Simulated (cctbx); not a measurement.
## Interatomic vectors of Er2AlV2Si2

Space group C2/m (no. 12), a = 9.8490 Å, b = 3.9520 Å, c = 6.4940 Å, α = 90.00°, β = 100.72°, γ = 90.00°, content Er4 V4 Si4 Al2.

The data are simulated with cctbx, not measured: Cu Kα, λ = 1.54184 Å, to d = 0.83 Å, 50 % of the full sphere, strongest reflection 5000 counts, noise from counting, a 3 % proportional error and a noise floor of 15 counts (s.d.); no absorption.

Patterson synthesis from sharpened amplitudes, origin scaled to 1000:

```text
Patterson group C 1 2/m 1
      u       v       w   height  length (A)
  0.000   0.000   0.000   1000.0     0.00
  0.233   0.000   0.658    419.6     3.48
  0.190   0.500   0.806    283.0     3.14
  0.071   0.000   0.539    230.5     3.20
  0.117   0.500   0.307    193.7     2.89
  0.206   0.500   0.964    190.2     2.87
  0.029   0.500   0.702    177.6     2.82
  0.104   0.000   0.721     72.4     2.24
  0.163   0.500   0.615     72.1     3.77
  0.080   0.500   0.048     62.0     2.13
  0.057   0.274   0.007     61.2     1.22
  0.211   0.000   0.474     59.3     3.38
  0.084   0.000   0.877     58.3     1.26
  0.109   0.000   0.085     57.2     1.11
```

Q: Assign the vectors.

A peak at u stands for all pairs with xi − xj = u, with weight Σ ZiZj against Σ Z² = 21734 at the origin. Peak heights follow these weights only roughly, since form factors, motion and series ripples differ, all vectors within 0.55 Å of a peak are counted as merged into it though the farther ones add only part of their weight, and F(000) is left out, which lowers the whole map:

| u | v | w | shortest length (Å) | height | 1000 ΣZiZj/ΣZ² | pairs in the cell |
| --- | --- | --- | --- | --- | --- | --- |
| 0.233 | 0.000 | 0.658 | 3.48 | 420 | 426 | 2 × Er–Er |
| 0.190 | 0.500 | 0.806 | 3.08 | 283 | 343 | 4 × Er–V, 4 × V–Al |
| 0.071 | 0.000 | 0.539 | 3.20 | 230 | 288 | 4 × Er–V |
| 0.117 | 0.500 | 0.307 | 2.89 | 194 | 271 | 4 × Er–Al, 4 × V–Si, 2 × V–V |
| 0.206 | 0.500 | 0.964 | 2.86 | 190 | 175 | 4 × Er–Si |
| 0.029 | 0.500 | 0.702 | 2.82 | 178 | 175 | 4 × Er–Si |
| 0.104 | 0.000 | 0.721 | 2.24 | 72 | 0 | none within 0.55 Å |
| 0.163 | 0.500 | 0.615 | 3.77 | 72 | 0 | none within 0.55 Å |
| 0.080 | 0.500 | 0.048 | 2.13 | 62 | 0 | none within 0.55 Å |
| 0.057 | 0.274 | 0.007 | 1.22 | 61 | 0 | none within 0.55 Å |

The table stops at ten peaks or at a height of 45, below which ripples compete. In the model behind the data Er, the heaviest element, has 1 independent site: (0.8833, 1/2, 0.6695), up to an allowed shift of origin; the Er–Er vectors are differences of these positions and their symmetry mates. The whole model:

| atom | mult. | x | y | z | Ueq (Å²) |
| --- | --- | --- | --- | --- | --- |
| Er1 | 4 | 0.8833 | 1/2 | 0.6695 | 0.0076 |
| V1 | 4 | 0.6926 | 0 | 0.8674 | 0.0124 |
| Si1 | 4 | 0.9101 | 0 | 0.3678 | 0.0129 |
| Al1 | 2 | 0 | 0 | 0 | 0.0138 |

The model was made for the exercise: a known structure type with other elements put in, its volume estimated, not relaxed; displacement parameters are assumed.

[Logs are printed without paths, hosts, clocks, repeated set-up lines and the standing remarks that a program may print on its own settings, such as how far it seeks lower states.]
